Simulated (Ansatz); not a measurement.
Rows from a G0W0 calculation on MoSeS (layered bulk) (P6_3mc) (Ansatz 0.2.0; G0W0 on PBEsol, plane waves, PAW; PAW set soft_1; 9×9×2 mesh, 110 empty bands, screening to 60 eV, PAW set soft_1 files), in eV. Spin-orbit coupling is left out.

The structure was built from a prototype and need not be the compound's stable phase.

| row | k | band | start | Σx | Σc at the solution | Vxc |
| --- | --- | --- | --- | --- | --- | --- |
| A | Γ | v2 | 12.541 | -18.411 | 1.876 | -16.720 |
| B | (0.111, 0.222, 0.000) | c1 | 13.770 | -13.839 | -3.353 | -17.958 |
| C | (0.111, 0.222, 0.000) | c2 | 14.724 | -14.658 | -3.904 | -19.430 |
| D | Γ | c1 | 15.365 | -13.936 | -3.864 | -18.614 |
| E | (0.111, 0.222, 0.000) | v1 | 11.766 | -19.401 | 1.805 | -17.956 |
| F | Γ | v1 | 13.171 | -19.665 | 0.831 | -19.356 |

**Question.** Work out each quasiparticle level and how far it moved.

The quasiparticle equation reads E = start + Σx + Σc(E) − Vxc.

| row | E (eV) | shift (eV) |
| --- | --- | --- |
| A | 12.726 | +0.185 |
| B | 14.537 | +0.766 |
| C | 15.593 | +0.869 |
| D | 16.179 | +0.814 |
| E | 12.126 | +0.360 |
| F | 13.693 | +0.521 |

The gap over the computed points goes from 0.60 eV to 0.84 eV.

Limits: not at the basis limit; no spin-orbit coupling.

[Runs of the session that timed out or met a known fault of the program may be left out.]

[Cells called generated may have been cut or substituted from an entry of the Crystallography Open Database or the Materials Project.]

[Hosts, paths, dates, database ids (printed as entryN), source tags and the programs' standing remarks are cut or masked in the printed files.]
